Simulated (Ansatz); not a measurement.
# NaVSe3 (model cell, started as cubic perovskite with V in the octahedra): a soft mode frozen in, part 2 of 2

Wanted: the energy along a soft mode of NaVSe3 (model cell, started as cubic perovskite with V in the octahedra) and the structure at the end.

Ansatz 0.2.0; DFT PBE, scalar-relativistic, plane waves, PAW.

So far, highest frequency on the path or at a solved wavevector (cm⁻¹): step 2 (the dispersion) 250. Also lowest frequency on the path (cm⁻¹): step 2 -146.

The structure was built from a prototype and need not be the compound's stable phase.

### 6. Relaxing from the distorted cell

Starting from the lowest point found, all atoms and the cell are let go, so that strain and other modes of the same symmetry can join in.

The input, input.yaml:

```yaml
crystal:
  lattice:
    - [4.8990130555, 0.0, 0.0]
    - [0.0, 4.8990130555, 0.0]
    - [0.0, 0.0, 9.798026111]
  atoms:
    - { symbol: Na, position: [0.0, 0.0, 0.0] }
    - { symbol: Na, position: [0.0, 0.0, 0.5] }
    - { symbol: V, position: [0.5, 0.4346807211, 0.25] }
    - { symbol: V, position: [0.5, 0.5653192789, 0.75] }
    - { symbol: Se, position: [0.5, 0.5, 0.5] }
    - { symbol: Se, position: [0.5, 0.5, 0.0] }
    - { symbol: Se, position: [0.5, -0.0071698924, 0.25] }
    - { symbol: Se, position: [0.5, 0.0071698924, 0.75] }
    - { symbol: Se, position: [0.0, 0.5257482205, 0.25] }
    - { symbol: Se, position: [0.0, 0.4742517795, 0.75] }
kpoints:
  mp_grid: { grid: [6, 6, 4] }
hamiltonian:
  xc: pbe
scf:
  occupations: { method: methfessel_paxton, width: 0.15 }
output:
  forces: true
  stress: true
  eigenvalues: true
relax:
  adjacent_minimum: "off"
  f_tol: 0.002
  max_steps: 120
  cell: { stress_tol: 0.03 }
```

The run is started by

```sh
$ ansatz run input.yaml --threads 8 --pin off --max-ram 14336MiB --backend cpu --events-out ev --progress --plain --runs-dir out
```

Numbers of over 12 decimals in the logs are rounded to 6 here.

What it wrote:

```text
[...]
Crystal: 10 atoms, lattice volume = 235.156 Å³
Basis set: ecut = 420 eV, 4597 PW (Γ), exchange–correlation on 72×72×144 points (8 copies of the dense FFT grid, shifted against one another)
Bands: 84, of which v1, the nominal top of the filled ones, is band 70 counted from 1 (69 counted from 0)
Symmetry: 8 space group operations
[...]
k-points: 48 of 144
[...]
SCF iter   1: F=—  HF=-41616.969381 eV  |F-HF|=—  |Δ(HF+E_count)|=         —  Δρ=2.63e-3  dr2=1.88e-2  ethr=1.77e-3  ⟨swp⟩=6.0  Hψ=13796  notcnv=0
[...]
SCF iter   7: F=-41616.970861 eV  HF=-41616.970861 eV  |F-HF|=6.71e-8  |Δ(HF+E_count)|=   7.14e-8  S|Δr|=    0.00e0  Δρ=5.50e-6  dr2=7.82e-8  ethr=7.14e-11  ⟨swp⟩=7.2  Hψ=17183  notcnv=0
SCF 1 converged in 7 iterations: F = -41616.970861 eV  dr2 = 7.82e-8
[...]
relax step   1: F+E_penalty+E_count = -41616.97086084 eV  Δ(F+E_penalty+E_count) = +0.000e0 eV  max|allowed force component| = 1.140e0 eV/Å  Δτ_max = 0.0000 Å  P = +1.319 GPa  Ω = 235.156 Å³  (7 SCF iters, dr2 threshold 1.00e-7 eV, accepted)
Crystal: 10 atoms, lattice volume = 235.472 Å³
Basis set: ecut = 420 eV, 4617 PW (Γ), exchange–correlation on 72×72×144 points (8 copies of the dense FFT grid, shifted against one another)
[...]
SCF iter   8: F=-41617.134493 eV  HF=-41617.134493 eV  |F-HF|=9.71e-8  |Δ(HF+E_count)|=   2.29e-7  S|Δr|=    0.00e0  Δρ=5.53e-6  dr2=1.18e-7  ethr=7.14e-10  ⟨swp⟩=7.5  Hψ=16261  notcnv=0
SCF 2 converged in 8 iterations: F = -41617.134493 eV  dr2 = 1.18e-7
relax step   2: F+E_penalty+E_count = -41617.13449300 eV  Δ(F+E_penalty+E_count) = -1.636e-1 eV  max|allowed force component| = 3.332e-1 eV/Å  Δτ_max = 0.1724 Å  P = -0.126 GPa  Ω = 235.472 Å³  energy of the carried Pulay correction = -3.234e-5 eV  (8 SCF iters, dr2 threshold 1.00e-6 eV, accepted)
Crystal: 10 atoms, lattice volume = 237.465 Å³
Basis set: ecut = 420 eV, 4641 PW (Γ), exchange–correlation on 72×72×144 points (8 copies of the dense FFT grid, shifted against one another)
[...]
SCF iter   6: F=-41617.198817 eV  HF=-41617.198817 eV  |F-HF|=3.81e-8  |Δ(HF+E_count)|=   3.93e-7  S|Δr|=    0.00e0  Δρ=1.08e-5  dr2=2.33e-7  ethr=7.14e-10  ⟨swp⟩=6.2  Hψ=17762  notcnv=0
SCF 3 converged in 6 iterations: F = -41617.198817 eV  dr2 = 2.33e-7
relax step   3: F+E_penalty+E_count = -41617.19881674 eV  Δ(F+E_penalty+E_count) = -6.432e-2 eV  max|allowed force component| = 2.382e-1 eV/Å  Δτ_max = 0.0721 Å  P = -0.139 GPa  Ω = 237.465 Å³  energy of the carried Pulay correction = -2.352e-4 eV  (6 SCF iters, dr2 threshold 1.00e-6 eV, accepted)
[... from here on, the SCF cycles and remarks between the steps are left out ...]
relax step   4: F+E_penalty+E_count = -41617.35060950 eV  Δ(F+E_penalty+E_count) = -1.518e-1 eV  max|allowed force component| = 5.351e-2 eV/Å  Δτ_max = 0.1240 Å  P = +0.342 GPa  Ω = 240.457 Å³  energy of the carried Pulay correction = -5.365e-4 eV  (7 SCF iters, dr2 threshold 1.00e-6 eV, accepted)
relax step   5: F+E_penalty+E_count = -41617.47565271 eV  Δ(F+E_penalty+E_count) = -1.250e-1 eV  max|allowed force component| = 2.058e-1 eV/Å  Δτ_max = 0.0677 Å  P = +0.348 GPa  Ω = 244.731 Å³  energy of the carried Pulay correction = -9.604e-4 eV  (7 SCF iters, dr2 threshold 1.00e-6 eV, accepted)
relax step   6: F+E_penalty+E_count = -41617.54477925 eV  Δ(F+E_penalty+E_count) = -6.913e-2 eV  max|allowed force component| = 2.982e-1 eV/Å  Δτ_max = 0.0493 Å  P = +0.282 GPa  Ω = 248.323 Å³  energy of the carried Pulay correction = -1.311e-3 eV  (7 SCF iters, dr2 threshold 1.00e-6 eV, accepted)
relax step   7: F+E_penalty+E_count = -41617.55390264 eV  Δ(F+E_penalty+E_count) = -9.123e-3 eV  max|allowed force component| = 5.459e-2 eV/Å  Δτ_max = 0.0133 Å  P = -0.088 GPa  Ω = 249.408 Å³  energy of the carried Pulay correction = -1.416e-3 eV  (6 SCF iters, dr2 threshold 1.00e-6 eV, accepted)
relax step   8: F+E_penalty+E_count = -41617.55433900 eV  Δ(F+E_penalty+E_count) = -4.364e-4 eV  max|allowed force component| = 8.671e-3 eV/Å  Δτ_max = 0.0062 Å  P = -0.010 GPa  Ω = 249.077 Å³  energy of the carried Pulay correction = -1.384e-3 eV  (5 SCF iters, dr2 threshold 1.86e-7 eV, accepted)
relax step   9: F+E_penalty+E_count = -41617.55444270 eV  Δ(F+E_penalty+E_count) = -1.037e-4 eV  max|allowed force component| = 1.730e-3 eV/Å  Δτ_max = 0.0057 Å  P = -0.007 GPa  Ω = 248.954 Å³  energy of the carried Pulay correction = -1.372e-3 eV  (6 SCF iters, dr2 threshold 4.70e-9 eV, accepted)
relax step  10: F+E_penalty+E_count = -41617.55449856 eV  Δ(F+E_penalty+E_count) = -5.586e-5 eV  max|allowed force component| = 4.240e-3 eV/Å  Δτ_max = 0.0085 Å  P = +0.011 GPa  Ω = 248.875 Å³  energy of the carried Pulay correction = -1.364e-3 eV  (8 SCF iters, accepted)
relax step  11: F+E_penalty+E_count = -41617.55450291 eV  Δ(F+E_penalty+E_count) = -4.347e-6 eV  max|allowed force component| = 4.625e-4 eV/Å  Δτ_max = 0.0010 Å  P = +0.002 GPa  Ω = 248.881 Å³  energy of the carried Pulay correction = -1.365e-3 eV  (5 SCF iters, dr2 threshold 1.12e-9 eV, accepted)
relax step  12: F+E_penalty+E_count = -41617.60811292 eV  Δ(F+E_penalty+E_count) = -5.361e-2 eV  max|allowed force component| = 7.058e-3 eV/Å  Δτ_max = 0.0000 Å  P = +0.370 GPa  Ω = 248.881 Å³  stress off target by 9.83e-1 GPa  SCF on the basis re-selected at this cell (its energy is not comparable with the rows above)  (9 SCF iters)
relax step  13: F+E_penalty+E_count = -41617.63443573 eV  Δ(F+E_penalty+E_count) = -2.632e-2 eV  max|allowed force component| = 1.536e-1 eV/Å  Δτ_max = 0.0542 Å  P = -0.357 GPa  Ω = 257.359 Å³  energy of the carried Pulay correction = -9.547e-4 eV  (6 SCF iters, dr2 threshold 1.00e-6 eV, accepted)
relax step  14: F+E_penalty+E_count = -41617.64937078 eV  Δ(F+E_penalty+E_count) = -1.494e-2 eV  max|allowed force component| = 6.911e-2 eV/Å  Δτ_max = 0.0687 Å  P = -0.059 GPa  Ω = 256.419 Å³  energy of the carried Pulay correction = -8.146e-4 eV  (6 SCF iters, dr2 threshold 1.00e-6 eV, accepted)
relax step  15: F+E_penalty+E_count = -41617.65405142 eV  Δ(F+E_penalty+E_count) = -4.681e-3 eV  max|allowed force component| = 7.794e-2 eV/Å  Δτ_max = 0.1595 Å  P = -0.052 GPa  Ω = 255.536 Å³  energy of the carried Pulay correction = -6.827e-4 eV  (7 SCF iters, dr2 threshold 2.99e-7 eV, accepted)
relax step  16: F+E_penalty+E_count = -41617.65489310 eV  Δ(F+E_penalty+E_count) = -8.417e-4 eV  max|allowed force component| = 8.824e-2 eV/Å  Δτ_max = 0.0616 Å  P = +0.037 GPa  Ω = 256.493 Å³  energy of the carried Pulay correction = -8.133e-4 eV  (7 SCF iters, dr2 threshold 3.80e-7 eV, accepted)
relax step  17: F+E_penalty+E_count = -41617.65631592 eV  Δ(F+E_penalty+E_count) = -1.423e-3 eV  max|allowed force component| = 2.313e-2 eV/Å  Δτ_max = 0.0191 Å  P = -0.012 GPa  Ω = 255.988 Å³  energy of the carried Pulay correction = -7.461e-4 eV  (6 SCF iters, dr2 threshold 4.87e-7 eV, accepted)
relax step  18: F+E_penalty+E_count = -41617.65668966 eV  Δ(F+E_penalty+E_count) = -3.737e-4 eV  max|allowed force component| = 4.218e-3 eV/Å  Δτ_max = 0.0180 Å  P = +0.015 GPa  Ω = 255.926 Å³  energy of the carried Pulay correction = -7.369e-4 eV  (7 SCF iters, dr2 threshold 3.34e-8 eV, accepted)
relax step  19: F+E_penalty+E_count = -41617.65669567 eV  Δ(F+E_penalty+E_count) = -6.008e-6 eV  max|allowed force component| = 2.207e-3 eV/Å  Δτ_max = 0.0037 Å  P = +0.001 GPa  Ω = 256.012 Å³  energy of the carried Pulay correction = -7.473e-4 eV  (7 SCF iters, dr2 threshold 1.11e-9 eV, accepted)
relax step  20: F+E_penalty+E_count = -41617.65669568 eV  Δ(F+E_penalty+E_count) = -1.379e-8 eV  max|allowed force component| = 4.836e-4 eV/Å  Δτ_max = 0.0003 Å  P = -0.000 GPa  Ω = 256.027 Å³  energy of the carried Pulay correction = -7.492e-4 eV  (5 SCF iters, dr2 threshold 3.05e-10 eV, accepted)
Basis set: ecut = 420 eV, 5001 PW (Γ), exchange–correlation on 60×90×128 points (8 copies of the dense FFT grid, shifted against one another)
[...]
SCF iter   8: F=-41617.658053 eV  HF=-41617.658053 eV  |F-HF|=7.28e-12  |Δ(HF+E_count)|=  1.31e-10  S|Δr|=    0.00e0  Δρ=6.01e-8  dr2=1.04e-11  ethr=1.00e-12  ⟨swp⟩=4.0  Hψ=14090  notcnv=0
SCF 21 converged in 8 iterations: F = -41617.658053 eV  dr2 = 1.04e-11
relax step  21: F+E_penalty+E_count = -41617.65805338 eV  Δ(F+E_penalty+E_count) = -1.358e-3 eV  max|allowed force component| = 4.368e-4 eV/Å  Δτ_max = 0.0000 Å  P = +0.005 GPa  Ω = 256.027 Å³  stress off target by 2.37e-2 GPa  SCF on the basis re-selected at this cell (its energy is not comparable with the rows above)  (8 SCF iters)
[...]
SCF converged after 8 iterations
[...]
Free energy (F): -41617.658053 eV
[...]
Internal energy: -41617.661973 eV  (E = F + TS)
E sigma→0 (E₀):  -41617.659033 eV
Entropy (-TS):   0.003920 eV (0.392 meV/atom)
Fermi energy:    6.652657 eV
[...]
--- Forces (eV/Å), atoms counted from 1 ---
  atom   1  Na     0.00000000     0.00000000    -0.00000000
  atom   2  Na     0.00000000     0.00000000     0.00000000
  atom   3  V      0.00000000     0.00009902    -0.00000000
  atom   4  V      0.00000000    -0.00009902     0.00000000
  atom   5  Se     0.00000000    -0.00000000     0.00000000
  atom   6  Se     0.00000000    -0.00000000     0.00000000
  atom   7  Se     0.00000000    -0.00005032     0.00000000
  atom   8  Se     0.00000000     0.00005032    -0.00000000
  atom   9  Se     0.00000000    -0.00043678    -0.00000000
  atom  10  Se     0.00000000     0.00043678     0.00000000
  max |Σ_I F_I| component: 5.42e-20 eV/Å
--- Stress (GPa, compression-positive) ---
       -0.007119       0.000000       0.000000
        0.000000       0.023722      -0.000000
        0.000000      -0.000000      -0.000866
  P = ⅓ Tr σ = 0.0052 GPa (0.052 kbar)
--- Band table (eV; the first three rows and the last of 48) ---
  k-point 0: bands = [... 66 lower, 4.8818, 5.2927, 5.9682, 6.0813, 6.5781, 6.7212, 6.9543, 7.7771, ... 10 higher]
  k-point 1: bands = [... 66 lower, 4.9645, 5.3101, 5.4280, 6.3779, 6.6296, 6.8420, 7.3443, 7.5933, ... 10 higher]
  k-point 2: bands = [... 66 lower, 4.9839, 4.9839, 5.9101, 5.9101, 7.1713, 7.1713, 7.1918, 7.1918, ... 10 higher]
  k-point 47: bands = [... 66 lower, 5.5446, 5.5446, 6.3786, 6.3786, 6.8858, 6.8858, 6.9408, 6.9408, ... 10 higher]
--- Relaxed structure (19 steps of the walk, 19 accepted, 2 SCFs on fresh bases) ---
  F+E_penalty+E_count = -41617.65805338 eV   max|allowed force component| = 4.368e-4 eV/Å   (the final SCF, on the basis selected at the relaxed cell)
  cell:  # Å, volume = 256.0265 Å³
    - [4.376072, 0.0, 0.0]
    - [0.0, 6.231535, 0.0]
    - [0.0, 0.0, 9.388700]
  atoms:
    - { symbol: Na, position: [0, 1.1939692044691464e-18, 0] }
    - { symbol: Na, position: [0, 1.1939692044691462e-18, 0.5] }
    - { symbol: V, position: [0.5, 0.423979, 0.25] }
    - { symbol: V, position: [0.5, 0.576021, 0.75] }
    - { symbol: Se, position: [0.5, 0.500000, 0.5] }
    - { symbol: Se, position: [0.5, 0.500000, 0] }
    - { symbol: Se, position: [0.5, 0.059483, 0.25] }
    - { symbol: Se, position: [0.5, -0.059483, 0.75] }
    - { symbol: Se, position: [0, 0.598060, 0.25] }
    - { symbol: Se, position: [0, 0.401940, 0.75] }
```

Run time: 5 min. Hardware: 8 threads of Arm Neoverse N1, shared host; peak memory 1.6 GiB.

The steps of the relaxation:

```csv
step,energy less that of the first step (eV),largest force component (eV/Å),pressure (GPa),volume (Å³)
1,0.0000,1.1403,1.32,235.16
2,-0.1636,0.3332,-0.13,235.47
3,-0.2280,0.2382,-0.14,237.47
4,-0.3797,0.0535,0.34,240.46
5,-0.5048,0.2058,0.35,244.73
6,-0.5739,0.2982,0.28,248.32
7,-0.5830,0.0546,-0.09,249.41
8,-0.5835,0.0087,-0.01,249.08
9,-0.5836,0.0017,-0.01,248.95
10,-0.5836,0.0042,0.01,248.87
11,-0.5836,0.0005,0.00,248.88
12*,-0.6373,0.0071,0.37,248.88
13,-0.6636,0.1536,-0.36,257.36
14,-0.6785,0.0691,-0.06,256.42
15,-0.6832,0.0779,-0.05,255.54
16,-0.6840,0.0882,0.04,256.49
17,-0.6855,0.0231,-0.01,255.99
18,-0.6858,0.0042,0.02,255.93
19,-0.6858,0.0022,0.00,256.01
20,-0.6858,0.0005,0.00,256.03
21*,-0.6872,0.0004,0.01,256.03
```

Relaxation steps marked * repeat the geometry before them on a plane-wave basis chosen anew for their cell, so energy and pressure can jump there.

The run keeps the 8 symmetry operations that it works with, so distortions that break them were not tested.

```csv
cell as run,before,after,change
a (Å),4.899,4.376,-10.7 %
b (Å),4.899,6.232,+27.2 %
c (Å),9.798,9.389,-4.2 %
volume (Å³/atom),23.52,25.60,+8.9 %
```

The atoms that moved most (Å, as changes of fractional coordinates times the final cell):

```csv
atom,dx,dy,dz,length
Se10,0.000,-0.451,0.000,0.451
Se9,0.000,0.451,0.000,0.451
Se8,0.000,-0.415,0.000,0.415
Se7,0.000,0.415,0.000,0.415
V3,0.000,-0.067,0.000,0.067
V4,0.000,0.067,0.000,0.067
```

Numbers from this step:

- pressure: 0.005246 GPa
- volume per atom: 25.60 Å³

The distorted start has space group Pmma; the relaxation ends in Pmma.

### 7. Modes of the new phase, k-mesh 6×6×4

A relaxed structure may still be a saddle point, so its zone-centre modes are computed. No field response is asked, since the mesh shows no gap.

The input, input.yaml:

```yaml
crystal:
  lattice:
    - [4.3760721579, 0.0, 0.0]
    - [0.0, 6.2315346492, 0.0]
    - [0.0, 0.0, 9.388700411]
  atoms:
    - { symbol: Na, position: [0.0, 0.0, 0.0] }
    - { symbol: Na, position: [0.0, 0.0, 0.5] }
    - { symbol: V, position: [0.5, 0.4239794823, 0.25] }
    - { symbol: V, position: [0.5, 0.5760205177, 0.75] }
    - { symbol: Se, position: [0.5, 0.5, 0.5] }
    - { symbol: Se, position: [0.5, 0.5, 0.0] }
    - { symbol: Se, position: [0.5, 0.0594833039, 0.25] }
    - { symbol: Se, position: [0.5, -0.0594833039, 0.75] }
    - { symbol: Se, position: [0.0, 0.5980595685, 0.25] }
    - { symbol: Se, position: [0.0, 0.4019404315, 0.75] }
kpoints:
  mp_grid: { grid: [6, 6, 4] }
hamiltonian:
  xc: pbe
scf:
  occupations: { method: methfessel_paxton, width: 0.15 }
output:
  eigenvalues: true
phonons:
  method: dfpt
```

What it wrote:

```text
zone centre: on kpoints.mp_grid the ground state, and the responses unless they are solved on pairs of k-points, stand on 56 of the mesh's 144 k-points, reduced under 2 symmetry operations, with k and −k counted as one. Each operation leaves every solved displacement unchanged or reverses it
Engine: ansatz 0.2.0, aarch64-unknown-linux-gnu
Pseudopotentials: kind: paw
Pseudopotential: Na, paw, valence charge 9, recommended cutoff 420 eV (normal), Na.paw.azcp
Pseudopotential: V, paw, valence charge 13, recommended cutoff 420 eV (normal), V.paw.azcp
Pseudopotential: Se, paw, valence charge 16, recommended cutoff 420 eV (normal), Se.paw.azcp
Functional definition: PBE
  parameter kappa = 0.804
  parameter beta = 0.066725
  exchange = pbe_x(kappa = kappa, mu = beta*pi^2/3)
  correlation = pbe_c(beta = beta)
Crystal: 10 atoms, lattice volume = 256.027 Å³
Basis set: ecut = 420 eV, 5001 PW (Γ), exchange–correlation on 60×90×128 points (8 copies of the dense FFT grid, shifted against one another)
Bands: 84, of which v1, the nominal top of the filled ones, is band 70 counted from 1 (69 counted from 0)
Symmetry: 8 space group operations
k-points: 56 of 144 (irreducible under 2 space group operations, time reversal used)
Non-local potential: Na, projectors of the file, l = 0: 3, l = 1: 2, l = 2: 1
Non-local potential: V, projectors of the file, l = 0: 3, l = 1: 2, l = 2: 3, l = 3: 1
Non-local potential: Se, projectors of the file, l = 0: 2, l = 1: 2, l = 2: 3, l = 3: 1
PAW form: soft (Blöchl's): semilocal exchange-correlation on the pseudo side does not see the compensation charge
PAW one-centre angular grid: Na, 110 points (default); XC on 64 Gauss nodes
PAW one-centre angular grid: V, 590 points (default); XC on 64 Gauss nodes
PAW one-centre angular grid: Se, 590 points (default); XC on 64 Gauss nodes
Initial density: superposition of atomic densities (neutral atoms: chi_scale 0, normalization atom), corrected by the library's trained network
Initial wavefunctions: pseudopotential atomic-orbital guess
Functional: x = pbe(κ = 0.804, μ = 0.219515), c = pbe(β = 0.066725)
SCF iter   1: F=—  HF=-41617.663197 eV  |F-HF|=—  |Δ(HF+E_count)|=         —  Δρ=5.20e-3  dr2=9.90e-2  ethr=1.77e-3  ⟨swp⟩=5.8  Hψ=16073  notcnv=0
preconditioner: auto → LDOS  [metal: Δε(μ)=0.004 eV  Ē_g=7.403 eV  σ=0.150 eV  W_gap=0.02  n_scr=60 (ndim 8)  ℏωp=16.1 eV  f_vac=0.129  D(μ)=5.58/eV (n_scr^D=36)  β→1.0]
SCF iter   2: F=—  HF=-41617.659360 eV  |F-HF|=—  |Δ(HF+E_count)|=   3.84e-3  S|Δr|=    0.00e0  Δρ=1.87e-3  dr2=9.55e-3  ethr=7.07e-5  ⟨swp⟩=1.9  Hψ=5918  notcnv=0  defer=6
SCF iter   3: F=—  HF=-41617.658082 eV  |F-HF|=—  |Δ(HF+E_count)|=   1.28e-3  S|Δr|=    0.00e0  Δρ=4.04e-4  dr2=5.50e-4  ethr=6.82e-6  ⟨swp⟩=2.0  Hψ=5821  notcnv=0  defer=6
SCF iter   4: F=—  HF=-41617.658036 eV  |F-HF|=—  |Δ(HF+E_count)|=   4.62e-5  S|Δr|=    0.00e0  Δρ=8.44e-5  dr2=3.24e-5  ethr=3.93e-7  ⟨swp⟩=2.1  Hψ=7421  notcnv=0  defer=6
SCF iter   5: F=—  HF=-41617.658026 eV  |F-HF|=—  |Δ(HF+E_count)|=   1.02e-5  S|Δr|=    0.00e0  Δρ=3.68e-5  dr2=5.63e-6  ethr=2.31e-8  ⟨swp⟩=2.0  Hψ=7773  notcnv=0  defer=6
SCF iter   6: F=—  HF=-41617.658053 eV  |F-HF|=—  |Δ(HF+E_count)|=   2.75e-5  S|Δr|=    0.00e0  Δρ=1.00e-5  dr2=3.95e-7  ethr=4.02e-9  ⟨swp⟩=2.0  Hψ=5173  notcnv=0  defer=6
SCF iter   7: F=—  HF=-41617.658053 eV  |F-HF|=—  |Δ(HF+E_count)|=   3.62e-8  S|Δr|=    0.00e0  Δρ=2.87e-6  dr2=3.66e-8  ethr=2.82e-10  ⟨swp⟩=2.0  Hψ=5358  notcnv=0  defer=6
SCF iter   8: F=—  HF=-41617.658053 eV  |F-HF|=—  |Δ(HF+E_count)|=   1.80e-9  S|Δr|=    0.00e0  Δρ=9.64e-7  dr2=3.89e-9  ethr=2.61e-11  ⟨swp⟩=2.0  Hψ=5635  notcnv=0  defer=6
SCF iter   9: F=—  HF=-41617.658053 eV  |F-HF|=—  |Δ(HF+E_count)|=  1.46e-10  S|Δr|=    0.00e0  Δρ=1.84e-7  dr2=5.62e-11  ethr=2.78e-12  ⟨swp⟩=2.2  Hψ=5939  notcnv=0  defer=6
SCF iter  10: F=-41617.658053 eV  HF=-41617.658053 eV  |F-HF|=0.00e0  |Δ(HF+E_count)|=  3.64e-11  S|Δr|=    0.00e0  Δρ=5.07e-8  dr2=5.85e-12  ethr=1.00e-12  ⟨swp⟩=9.6  Hψ=23498  notcnv=0
SCF 1 converged in 10 iterations: F = -41617.658053 eV  dr2 = 5.85e-12
[...]
DFPT response loops at Γ: preconditioner auto → Kerker (q_TF=auto, 2.467 Å⁻¹) (partly filled bands, converged f_vac=0.128); β = 1.00, the filter's whole step (`scf.mixing.beta` (0.50) is not read by the response loops under this deck's `scf.mixing.preconditioner`; to damp them name `kerker` or `kerker_dos`, under which they read `scf.mixing.beta`, and type it under 1.00, their step now; both keys bind the ground state too); Broyden in place of MSR1
```

Run time: 9.3 min. Hardware: 8 threads; peak memory 4.2 GiB.

The run was cut off at the time limit after its SCF cycle had converged; no result of it is taken.

The program's message: “Warning: RAYON”

### 8. Outcome

- unstable mode of the parent: q = (0, 0, -0.5), 129i cm⁻¹
- depth at the lowest point sampled: 21.7 meV/atom
- largest atomic shift at that point: 0.32 Å
- space group reached (within 0.01 Å): Pmma
- energy gained over the parent (first relaxation, on the mesh of the frozen mode): 90.6 meV/atom
- volume per atom, phase reached: 25.6 Å³

Along this mode the structure falls into Pmma, 90.6 meV/atom below the parent. At the parent's cell the well is 21.66 meV/atom deep on the steps tried, with its lowest point at a shift of 0.32 Å. Relaxing atoms and cell changes the gain by +68.91 meV/atom against the lowest step (energies at zero smearing). Most of the total comes from this relaxation. The modes of the phase reached were not computed on this path. Of the 8 patterns followed to their end from this parent, this one ends 58.8 meV/atom above the lowest, Amm2. Each path keeps the symmetry of its pattern, so a lower phase may lie along a pattern not tried. With no gap, or one that is small against the smearing, the frequencies hang on the k mesh and the smearing, most of all near Kohn anomalies. The phonon runs are without spin polarisation, although V often carries a moment. A phonon run warned that its eigensolver left some bands unconverged in a pass. The starting cell was built on a prototype and not taken from a measurement, so the phase need not exist.

[Logs are printed without paths, hosts, clocks, repeated set-up lines and the standing remarks that a program may print on its own settings, such as how far it seeks lower states.]

[Hosts, paths, dates, database ids (printed as entryN), source tags and the programs' standing remarks are cut or masked in the printed files.]
